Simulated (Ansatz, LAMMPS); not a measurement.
# Charge trapping in glassy 60SiO2-40Na2O (mol %) (195 atoms), part 2 of 4

Aim: add and remove one electron in glassy 60SiO2-40Na2O (mol %) (195 atoms), with atoms held and relaxed, and read trapping energy and localisation.

Ansatz 0.2.0; Kohn-Sham DFT, LDA, PAW (set soft_2), plane waves.

The cell: 39 Si, 52 Na and 104 O. The quench rate of 20 K/ps far exceeds what a furnace or splat quench reaches. The starting topology of bonds comes from the classical model. Only the Γ point is sampled, in a cell whose shortest periodic width is 14 Å.

So far. Step 2 (Single point at the start): The r.m.s. force at the start is 1.2 eV/Å. Step 3 (Relaxation): The relaxation converged after 26 steps, 18.4 eV below its start, with a largest force component of 0.047 eV/Å.

## (4) Single point at the relaxed geometry

One more single point at the end of the walk gives the fuller output and checks the residual forces.

Input file input.yaml:

```yaml
crystal:
  lattice:
    - [13.5442, 0.0, 0.0]
    - [0.0, 13.5442, 0.0]
    - [0.0, 0.0, 13.5442]
  atoms:
    - { symbol: Si, position: [0.5997, 0.74814, 0.15511] }
    - { symbol: Si, position: [0.66832, 0.22661, 0.52356] }
    - { symbol: Si, position: [0.38848, 0.25839, 0.32993] }
    - { symbol: Si, position: [0.88041, 0.12701, 0.56305] }
    - { symbol: Si, position: [0.26893, 0.01471, 0.76323] }
    - { symbol: Si, position: [0.74451, 0.75026, 0.67266] }
    [... 183 atom lines left out ...]
    - { symbol: O, position: [0.57593, 0.16, 0.10222] }
    - { symbol: O, position: [0.10617, 0.60269, 0.06572] }
    - { symbol: O, position: [0.92951, 0.86628, 0.24326] }
    - { symbol: O, position: [0.99131, 0.19843, 0.04063] }
    - { symbol: O, position: [0.3494, 0.21471, 0.2276] }
    - { symbol: O, position: [0.15809, 0.18703, 0.93801] }
kpoints:
  mp_grid: { grid: [1, 1, 1] }
hamiltonian:
  xc: lda
scf:
  occupations: { method: gaussian, width: 0.025 }
output:
  forces: true
  stress: true
  populations: intrinsic
  dos:
    method: { smearing: { sigma: 0.1 } }
    de: 0.1
    projected: { site_lists: { Na: [Na], O: [O], Si: [Si] } }
  eigenvalues: true
  write_density: true
  write_potential: true
  volumetric_format: npy
  elf: true
```

Launch:

```
ansatz run input.yaml --threads 4 --pin off --max-ram 15872MiB --backend cpu --events-out ev --progress --plain --runs-dir out
```

The log of the run:

```text
[...]
Crystal: 195 atoms, lattice volume = 2484.621 Å³
Basis set: ecut = 420 eV, 48501 PW (Γ)
Bands: 819, of which v1, the nominal top of the filled ones, is band 624 counted from 1 (623 counted from 0)
Symmetry: 1 space group operations
[...]
k-points: 1
[...]
SCF iter   1: F=—  HF=-157958.351008 eV  |F-HF|=—  |Δ(HF+E_count)|=         —  Δρ=1.40e-2  dr2=4.32e0  ethr=1.77e-3  ⟨swp⟩=6.0  Hψ=3071  notcnv=0  defer=178
[...]
SCF iter  11: F=-157956.845049 eV  HF=-157956.845049 eV  |F-HF|=2.11e-8  |Δ(HF+E_count)|=   3.21e-8  Δρ=1.27e-6  dr2=3.37e-8  ethr=8.01e-12  ⟨swp⟩=18.0  Hψ=6607  notcnv=0
SCF 1 converged in 11 iterations: F = -157956.845049 eV  dr2 = 3.37e-8
[...]
SCF converged after 11 iterations
Free energy (F): -157956.845049 eV
[...]
Internal energy: -157956.845049 eV  (E = F + TS)
E sigma→0 (E₀):  -157956.845049 eV
Fermi energy:    5.735181 eV
[...]
--- Forces (eV/Å), atoms counted from 1 ---
  atom   1  Si     0.00211646     0.02542878     0.01535071
  atom   2  Si     0.00963689    -0.00866748     0.00567817
  atom   3  Si     0.00057098     0.00659963    -0.00721031
  atom   4  Si    -0.01298085     0.00273582     0.02107200
  atom   5  Si     0.00180839     0.01642492     0.01974974
  atom   6  Si    -0.00852193     0.00260577    -0.00769975
  atom   7  Si     0.00347351    -0.00488959    -0.00269923
  atom   8  Si    -0.00568247     0.01748347    -0.00685209
  atom   9  Si     0.03341497     0.00872216    -0.01369385
  atom  10  Si    -0.01957967    -0.01548273    -0.01451952
  atom  11  Si    -0.01872830     0.03427276    -0.04676542
  atom  12  Si    -0.00023006     0.00123166    -0.01181758
  atom  13  Si     0.00796125    -0.01166832     0.00662967
  atom  14  Si    -0.00968108    -0.01454445     0.01064863
[...]
atom 194  O      0.00860014    -0.00292823     0.00883405
  atom 195  O      0.00020241    -0.01214457     0.02874263
  max |Σ_I F_I| component: 9.16e-5 eV/Å
--- Stress (GPa, compression-positive) ---
       -1.897515      -0.175698       0.761458
       -0.175698      -1.077034      -0.137235
        0.761458      -0.137235      -1.950040
  P = ⅓ Tr σ = -1.6415 GPa (-16.415 kbar)
--- Band table (eV) ---
[...]
--- intrinsic populations: 195 sites ---
  site symbol       q [e]
     0     Si      2.4406
     1     Si      2.3817
     2     Si      2.4640
[...]
194      O      6.8889
  spilling = -0.000000 (of n_electrons = 1248.000000)
```

It took 60 s on 4 threads of Intel Xeon Platinum 8375C at 2.90GHz (Ice Lake), shared host; peak memory 4.4 GiB.

The run gave:

```
free energy                                      : -157956.8450 eV
free energy per atom                             : -810.0351 eV/atom
SCF cycles                                       : 11
pressure                                         : -1.642 GPa
r.m.s. force component                           : 0.01106 eV/Å
longest force                                    : 0.06093 eV/Å
Fermi energy                                     : 5.735 eV
gap (highest filled to lowest empty level) : 2.42 eV
```

Intrinsic-atomic-orbital charges by element and coordination:

```
element  coordination  atoms  mean charge (e)  spread   least    most
     Na           all     52            0.774  0.0163   0.730   0.816
     Na             4     21            0.767   0.017   0.730   0.799
     Na             5     21            0.779  0.0138   0.760   0.814
     Na             6      9            0.778  0.0144   0.762   0.816
     Na             7      1            0.762       0   0.762   0.762
      O           all    104           -0.980  0.0947   -1.35  -0.857
      O             2      9           -0.874  0.0092  -0.890  -0.860
      O             3     31           -0.903  0.0391   -1.06  -0.857
      O             4     30           -0.976  0.0731   -1.08  -0.884
      O             5     29            -1.07  0.0195   -1.12   -1.03
      O             6      5            -1.13   0.111   -1.35   -1.07
     Si           all     39             1.58  0.0604    1.45    1.70
```

Density of states as counts of states in windows of 1 eV (from the Fermi level), total and the larger projections:

```
from (eV)  to (eV)  total    O p  Si p  Na s
      -10       -9   29.5   21.4   4.4   0.0
       -9       -8   32.4   24.6   5.9   0.0
       -8       -7   27.8   21.5   3.5   0.4
       -7       -6   82.8   66.9   7.4   1.3
       -6       -5  104.2   89.9   5.8   2.3
       -5       -4  103.5   94.2   3.1   2.1
       -4       -3  128.6  120.1   3.2   1.6
       -3       -2   66.4   63.6   0.9   0.5
       -2       -1   10.1    9.5   0.0   0.4
       -1        1    0.0    0.0   0.0   0.0
        1        2    2.0    0.0   0.0   1.3
        2        3   13.5    1.5   0.5   7.7
        3        4   24.6    2.8   2.5  11.5
        4        5   40.9    4.1   9.5  11.5
```

Between -26 and -10 eV lie 559 more states.

The levels nearest the highest filled one (over half full), pooled over k-points and spins:

```
level less the highest filled one (eV)  occupation
                                -0.778           2
                                -0.750           2
                                -0.700           2
                                -0.337           2
                                -0.228           2
                                     0           2
                                  2.42           0
                                  3.43           0
                                  3.58           0
                                  3.62           0
                                  3.72           0
                                  3.86           0
```

ELF in the ab plane at fractional z = 0.141, with atoms of Si and Na and O within 0.2 Å of it. It is the smooth field of the valence electrons, not physical close to the nuclei.

Ten even steps from '0' (0.00) to '9' (0.83), each cell a mean:
```
00244410046630267620366300000000001111
24689961165461167620021000000000001222
27987994035530023200123420000000001221
16987984000000000000145421122100001111
33578521100121100233223235676410001355
84111156650011112688841169998610026899
95210264550356632589851147886200028998
84222024314888972145422222320255303789
21244310017986984000001210001655610133
41366520112589851000000000000455303677
73245303665213202441000000001110028999
62011005646400015761157642137986226999
20000001442135411211699985269989722443
20000000002699972004996797259998623443
84100000001699983001589985224443138999
94111000331157621465224322565310169869
63346510231001003635500015899840048999
12788851000012201465201014898730002442
12678751000245520001477532332100012221
22345310100122111005999973356542013332
10111003530000366513899852698896102221
00000002310000654630577521697798300100
00000000001110144300011001599985100000
00000000000000012210133100145320000000
```
Columns run along a (13.5 Å), rows up along b (13.5 Å). Atoms in or near the plane, at fractional coordinates: Si at (0.60, 0.75), Si at (0.00, 0.24), Si at (0.03, 0.63), Si at (0.99, 0.84), Na at (0.24, 0.53), Na at (0.48, 0.31), Na at (0.42, 0.11), Na at (0.28, 0.93), Na at (0.20, 0.74), O at (0.76, 0.11), O at (0.11, 0.87), O at (0.59, 0.43), O at (0.34, 0.65), O at (0.95, 0.35).

Electrostatic potential energy in the ab plane at fractional z = 0.141, with atoms of Si and Na and O within 0.2 Å of it. With pseudopotentials it is smooth inside the atoms' cores, unlike the true potential.

Values in eV, 13 rows by 16 columns, each cell a mean:
```
  7   8   9   2 -31  -6   9   9   1  -5   6   8   7   8   9   7
-25 -29 -11   5 -12   2   9   9   8   6   8   9   8   9   4 -26
-19   0   1  -4   6   9   9   9   3 -19  -6   6   9   9   5 -22
 -3   4 -10 -36   3   2   5   6  -4 -36 -16   4   7   6   6 -24
-42 -16   6   5   4 -32  -1   8   8   5   7   7 -19 -25   6  -5
-14  -1   7 -11  -9   6   6   0   7  10  10   8   2   1   4 -11
  9   9   7 -17 -14   7   4  -7   6  -2   5   3 -13   1   1   1
  9   9   8   5   7   1   7   7   4 -28 -11 -18 -11   1  -3  -2
  3   8   8   2   3   8   7 -21 -11   8   6  -1   7   9  -6 -32
-33   3   9   7   7  10   7 -13  -5   8   7   0   7   9   5 -27
-13   6   8   4   7   9   4   4   5  -5   0  -5   3   8   6  -9
  8   8   5  -2   5   5 -32 -18   6   3   6 -13 -28   7   9   9
  9   9   8   6   5   6   2   3   4   3   7   7   5   8   9   9
```
Columns run along a (13.5 Å; values clipped at the 3rd and 97th percentile), rows up along b (13.5 Å). Atoms in or near the plane, at fractional coordinates: Si at (0.60, 0.75), Si at (0.00, 0.24), Si at (0.03, 0.63), Si at (0.99, 0.84), Na at (0.24, 0.53), Na at (0.48, 0.31), Na at (0.42, 0.11), Na at (0.28, 0.93), Na at (0.20, 0.74), O at (0.76, 0.11), O at (0.11, 0.87), O at (0.59, 0.43), O at (0.34, 0.65), O at (0.95, 0.35).

The highest filled and lowest empty levels differ by 2.42 eV (at Γ alone); a semilocal functional tends to put such gaps too low. In a disordered cell it changes from sample to sample, and tail or defect levels can set it. Mean intrinsic-atomic-orbital charges: Na +0.77, O -0.98, Si +1.58 e. The largest share in the top eV of filled states is O p (96 % of the projected weight), and in the lowest eV of empty states Na s (66 % of the projected weight).

## (5) An extra electron, atoms held

The electron count changes by one with the atoms held: a vertical process, on a uniform background, with spin and a narrow Fermi–Dirac smearing. Its energy against the neutral cell hangs on the program's zero of potential.

Input file input.yaml:

```yaml
crystal:
  lattice:
    - [13.5442, 0.0, 0.0]
    - [0.0, 13.5442, 0.0]
    - [0.0, 0.0, 13.5442]
  atoms:
    [... the 195 atom lines of step 4 ...]
total_charge: -1
kpoints:
  mp_grid: { grid: [1, 1, 1] }
hamiltonian:
  xc: lda
scf:
  occupations: { method: fermi_dirac, width: 0.01 }
  lower_state_search: "off"
output:
  forces: true
  stress: true
  populations: true
  dos:
    method: { smearing: { sigma: 0.15 } }
    de: 0.1
    projected: { site_lists: { Na: [Na], O: [O], Si: [Si] } }
  eigenvalues: true
  write_density: true
  write_potential: true
  volumetric_format: npy
magnetization:
  spin_polarized: true
  initial_magnetization: 1
```

The log of the run:

```text
[...]
Crystal: 195 atoms, lattice volume = 2484.621 Å³
Basis set: ecut = 420 eV, 48501 PW (Γ)
Bands: 820, of which v1, the nominal top of the filled ones, is band 625 counted from 1 (624 counted from 0)
Symmetry: 1 space group operations
[...]
k-points: 1
[...]
Starting moments: Σ|m| = 1 μB on 195 of 195 sites
[...]
SCF iter   1: F=—  HF=-158040.619778 eV  |F-HF|=—  |Δ(HF+E_count)|=         —  Δρ=4.32e-2 (↑4.27e-2 ↓4.32e-2)  dr2=2.16e2  dr2_m=7.69e-3  M=1.000 μB ∫|m|=1.006 μB  β_m=1.00  ethr=3.10e-3  ⟨swp⟩=6.0  Hψ=7032  notcnv=0  defer=76
[...]
spin=Collinear: Resta preconditioning applied to the charge; magnetization (m = ρ↑ − ρ↓) channel mixes plain (no charge-response kernel on spin).
SCF iter   2: F=—  HF=-157989.080017 eV  |F-HF|=—  |Δ(HF+E_count)|=         —  Δρ=2.69e-2 (↑2.68e-2 ↓2.69e-2)  dr2=9.30e1  dr2_m=4.00e-4  M=0.898 μB ∫|m|=0.926 μB  β_m=0.30  ethr=3.10e-3  ⟨swp⟩=2.0  Hψ=3046  notcnv=0  defer=376
[...]
SCF iter   8: F=—  HF=-157949.912371 eV  |F-HF|=—  |Δ(HF+E_count)|=   4.11e-3  Δρ=2.57e-4 (↑2.57e-4 ↓2.45e-4)  dr2=4.10e-3  dr2_m=1.55e-4  M=0.484 μB ∫|m|=0.505 μB  β_m=0.30  ethr=1.94e-6  ⟨swp⟩=2.0  Hψ=2526  notcnv=0  defer=377
[...]
spin-set hold released at iteration 8 (site moments contracting): the magnetisation degrees of freedom join the quasi-Newton model from the next iteration; the mixer history was flushed
SCF iter   9: F=—  HF=-157949.912818 eV  |F-HF|=—  |Δ(HF+E_count)|=   4.48e-4  Δρ=1.85e-4 (↑1.85e-4 ↓1.78e-4)  dr2=2.44e-3  dr2_m=8.99e-5  M=0.463 μB ∫|m|=0.483 μB  β_m=0.65  ethr=3.28e-7  ⟨swp⟩=2.0  Hψ=1265  notcnv=0  defer=377
[...]
SCF iter  19: F=-157949.915407 eV  HF=-157949.915407 eV  |F-HF|=3.81e-9  |Δ(HF+E_count)|=   1.75e-7  Δρ=3.38e-7 (↑2.90e-7 ↓3.38e-7)  dr2=8.88e-9  dr2_m=2.72e-10  M=0.002 μB ∫|m|=0.002 μB  ethr=6.46e-12  ⟨swp⟩=5.5  Hψ=8513  notcnv=0
WARN: the starting moments were not kept: the SCF closed with an absolute magnetisation of 2.0e-3 μB, where they sum to 1 μB in size (195 sites). That is at most 0.1 of that sum. Measured as dr2_m measures the in/out step, that magnetisation stands 8.6e-9 eV from none, [...]
SCF 1 converged in 19 iterations: F = -157949.915407 eV  dr2 = 8.88e-9
[...]
SCF converged after 19 iterations
Magnetization: 0.0020 μB (624.5010 up, 624.4990 down)
Absolute magnetization: 0.0021 μB (∫|ρ↑−ρ↓|, with the PAW one-centre terms)
[...]
Per-site moments (μB) at R_I (Å): [(9.276183e-7, 0.655669), (6.834692e-7, 0.644403), (4.394859e-7, 0.657434), (7.024416e-7, 0.646121), (7.309277e-7, 0.647963), [...]
Free energy (F): -157949.915407 eV
[...]
Internal energy: -157949.901545 eV  (E = F + TS)
E sigma→0 (E₀):  -157949.908476 eV
Entropy (-TS):   -0.013863 eV (-0.071 meV/atom)
Fermi energy:    6.940766 eV
[...]
--- Forces (eV/Å), atoms counted from 1 ---
  atom   1  Si     0.01381805     0.08784364    -0.00786088
  atom   2  Si     0.02424578    -0.06481186    -0.00148368
  atom   3  Si    -0.01230537    -0.06845996    -0.03256265
  atom   4  Si     0.00747613    -0.00727251     0.01445107
  atom   5  Si     0.01900307     0.04089171     0.04364531
  atom   6  Si     0.00786460     0.02869293     0.02599162
  atom   7  Si    -0.02018612     0.01850476     0.01633950
  atom   8  Si    -0.01120178     0.01236572    -0.02289443
  atom   9  Si     0.03744058     0.01316975    -0.00351876
  atom  10  Si    -0.02684163     0.04792888    -0.06996657
  atom  11  Si    -0.01526819    -0.05763391     0.01021932
  atom  12  Si     0.01762537     0.03533025    -0.06727289
  atom  13  Si     0.00910096    -0.05417506     0.00556340
  atom  14  Si    -0.03474049    -0.09202836     0.01617130
[...]
atom 194  O      0.02013408     0.04537971     0.02910186
  atom 195  O      0.00971424     0.02697444    -0.00054229
  max |Σ_I F_I| component: 9.92e-5 eV/Å
--- Stress (GPa, compression-positive) ---
       -1.878003      -0.172350       0.753443
       -0.172350      -1.082675      -0.137379
        0.753443      -0.137379      -1.945474
  P = ⅓ Tr σ = -1.6354 GPa (-16.354 kbar)
--- Band table (eV) ---
[...]
--- Löwdin populations: 195 sites ---
  site symbol       q [e]    m [muB]
     0     Si      2.4278     0.0000
     1     Si      2.3689     0.0000
     2     Si      2.4511     0.0000
[...]
194      O      6.7926     0.0000
  spilling = 0.009084 (of n_electrons = 1249.000000)
```

The job ended after 2.9 min (4 threads; peak memory 8.2 GiB; 12 min of CPU time).

The program notes that starting moments were not kept.

An extra electron, atoms held: the energy stands 6.93 eV above that of the reference. An odd electron should give 1 μB; this run ended with the carrier shared between both spins.

The levels nearest the highest filled one (over half full), pooled over k-points and spins:

```
level less the highest filled one (eV)  occupation
                                 -2.58           1
                                 -2.36           1
                                 -2.36           1
                                     0       0.501
                                1.0e-4       0.499
                                  1.00           0
                                  1.00           0
                                  1.17           0
```

## (6) An extra electron, atoms relaxed

The atoms now respond to the charge; the energy gained comes from screening by the atoms, from trapping if the charge localises, and from any strain left in the reference.

input.yaml, the sections that differ from step 5:

```yaml
output:
  forces: true
relax:
  f_tol: 0.05
  max_steps: 90
# crystal, total_charge, kpoints, hamiltonian, scf, magnetization: as in step 5
```

The log of the run:

```text
[...]
Crystal: 195 atoms, lattice volume = 2484.621 Å³
Basis set: ecut = 420 eV, 48501 PW (Γ)
Bands: 820, of which v1, the nominal top of the filled ones, is band 625 counted from 1 (624 counted from 0)
Symmetry: 1 space group operations
[...]
k-points: 1
[...]
Starting moments: Σ|m| = 1 μB on 195 of 195 sites
[...]
SCF iter   1: F=—  HF=-158040.619780 eV  |F-HF|=—  |Δ(HF+E_count)|=         —  Δρ=4.32e-2 (↑4.27e-2 ↓4.32e-2)  dr2=2.16e2  dr2_m=7.69e-3  M=1.000 μB ∫|m|=1.006 μB  β_m=1.00  ethr=3.10e-3  ⟨swp⟩=6.0  Hψ=7032  notcnv=0  defer=76
[...]
SCF iter   2: F=—  HF=-157989.080007 eV  |F-HF|=—  |Δ(HF+E_count)|=         —  Δρ=2.69e-2 (↑2.68e-2 ↓2.69e-2)  dr2=9.30e1  dr2_m=4.00e-4  M=0.898 μB ∫|m|=0.926 μB  β_m=0.30  ethr=3.10e-3  ⟨swp⟩=2.0  Hψ=3046  notcnv=0  defer=376
[...]
SCF iter   8: F=—  HF=-157949.913396 eV  |F-HF|=—  |Δ(HF+E_count)|=   3.09e-3  Δρ=2.57e-4 (↑2.57e-4 ↓2.45e-4)  dr2=4.10e-3  dr2_m=1.55e-4  M=0.484 μB ∫|m|=0.505 μB  β_m=0.30  ethr=1.94e-6  ⟨swp⟩=2.0  Hψ=2526  notcnv=0  defer=377
[...]
SCF iter  10: F=—  HF=-157949.915083 eV  |F-HF|=—  |Δ(HF+E_count)|=   1.23e-3  Δρ=5.43e-5 (↑5.43e-5 ↓4.02e-5)  dr2=2.46e-4  dr2_m=1.13e-5  M=0.381 μB ∫|m|=0.396 μB  β_m=0.69  ethr=1.95e-7  ⟨swp⟩=2.0  Hψ=2035  notcnv=0  defer=377
[...]
SCF iter  15: F=-157949.915367 eV  HF=-157949.915365 eV  |F-HF|=2.23e-6  |Δ(HF+E_count)|=   2.39e-5  Δρ=9.46e-6 (↑8.40e-6 ↓9.46e-6)  dr2=2.91e-6  dr2_m=1.04e-6  M=0.180 μB ∫|m|=0.187 μB  β_m=0.92  ethr=1.38e-10  ⟨swp⟩=1.0  Hψ=4471  notcnv=0
SCF iter  16: F=-157949.915393 eV  HF=-157949.915392 eV  |F-HF|=1.03e-6  |Δ(HF+E_count)|=   2.71e-5  Δρ=5.12e-6 (↑5.12e-6 ↓4.67e-6)  dr2=7.42e-7  dr2_m=3.57e-7  M=0.110 μB ∫|m|=0.114 μB  ethr=1.38e-10  ⟨swp⟩=1.0  Hψ=4735  notcnv=0
SCF 1 converged in 16 iterations: F = -157949.915393 eV  dr2 = 7.42e-7
[...]
relax step   1: F+E_penalty+E_count = -157949.91539333 eV  Δ(F+E_penalty+E_count) = +0.000e0 eV  max|allowed force component| = 9.486e-2 eV/Å  Δτ_max = 0.0000 Å  (16 SCF iters, dr2 threshold 6.25e-5 eV, accepted)
[...]
relax step   2: F+E_penalty+E_count = -157949.92495894 eV  Δ(F+E_penalty+E_count) = -9.566e-3 eV  max|allowed force component| = 5.965e-2 eV/Å  Δτ_max = 0.0093 Å  (16 SCF iters, accepted)
[...]
relax step   3: F+E_penalty+E_count = -157949.92948148 eV  Δ(F+E_penalty+E_count) = -4.523e-3 eV  max|allowed force component| = 2.707e-2 eV/Å  Δτ_max = 0.0115 Å  (16 SCF iters, accepted)
SCF converged after 16 iterations
Magnetization: 0.0010 μB (624.5005 up, 624.4995 down)
Absolute magnetization: 0.0010 μB (∫|ρ↑−ρ↓|, with the PAW one-centre terms)
[...]
Per-site moments (μB) at R_I (Å): [(4.764750e-7, 0.655458), (3.212470e-7, 0.644624), (2.135334e-7, 0.657543), (3.415648e-7, 0.646287), (3.697524e-7, 0.648211), [...]
Free energy (F): -157949.929481 eV
[...]
Internal energy: -157949.915619 eV  (E = F + TS)
E sigma→0 (E₀):  -157949.922550 eV
Entropy (-TS):   -0.013863 eV (-0.071 meV/atom)
Fermi energy:    6.921619 eV
[...]
Σ components = -157949.929481   (vs F -157949.929481, Δ=0.00e0)
--- Forces (eV/Å), atoms counted from 1 ---
  atom   1  Si     0.00686216     0.01112039     0.01403947
  atom   2  Si    -0.00797678    -0.00125914    -0.00707560
  atom   3  Si    -0.00071850     0.00828270    -0.00056297
  atom   4  Si     0.00167490    -0.00235833    -0.00108645
[...]
atom 195  O     -0.00604666     0.01030223     0.00711747
  max |Σ_I F_I| component: 2.53e-4 eV/Å
--- Relaxed structure (3 steps of the walk, 3 accepted, 0 SCFs on fresh bases) ---
  F+E_penalty+E_count = -157949.92948148 eV   max|allowed force component| = 2.707e-2 eV/Å
  atoms:
    - { symbol: Si, position: [0.599370, 0.747164, 0.155209] }
    - { symbol: Si, position: [0.668515, 0.226493, 0.523515] }
    - { symbol: Si, position: [0.388723, 0.258366, 0.329828] }
    - { symbol: Si, position: [0.880636, 0.127003, 0.563218] }
[...]
- { symbol: O, position: [0.158023, 0.187154, 0.938194] }
```

It took 5.2 min on 4 threads; peak memory 8 GiB; 20 min of CPU time.

The relaxation converged after 3 steps, 0.0141 eV below its start, with a largest force component of 0.027 eV/Å.

An extra electron, atoms relaxed: the energy stands 6.92 eV above that of the reference. An odd electron should give 1 μB; this run ended with the carrier shared between both spins.

(Part 2 of 4 ends here.)

[Long decimals in the printed logs are rounded to 6 places.]

[Logs are printed without paths, hosts, clocks, repeated set-up lines and the standing remarks that a program may print on its own settings, such as how far it seeks lower states.]

[Hosts, paths, dates, database ids (printed as entryN), source tags and the programs' standing remarks are cut or masked in the printed files.]
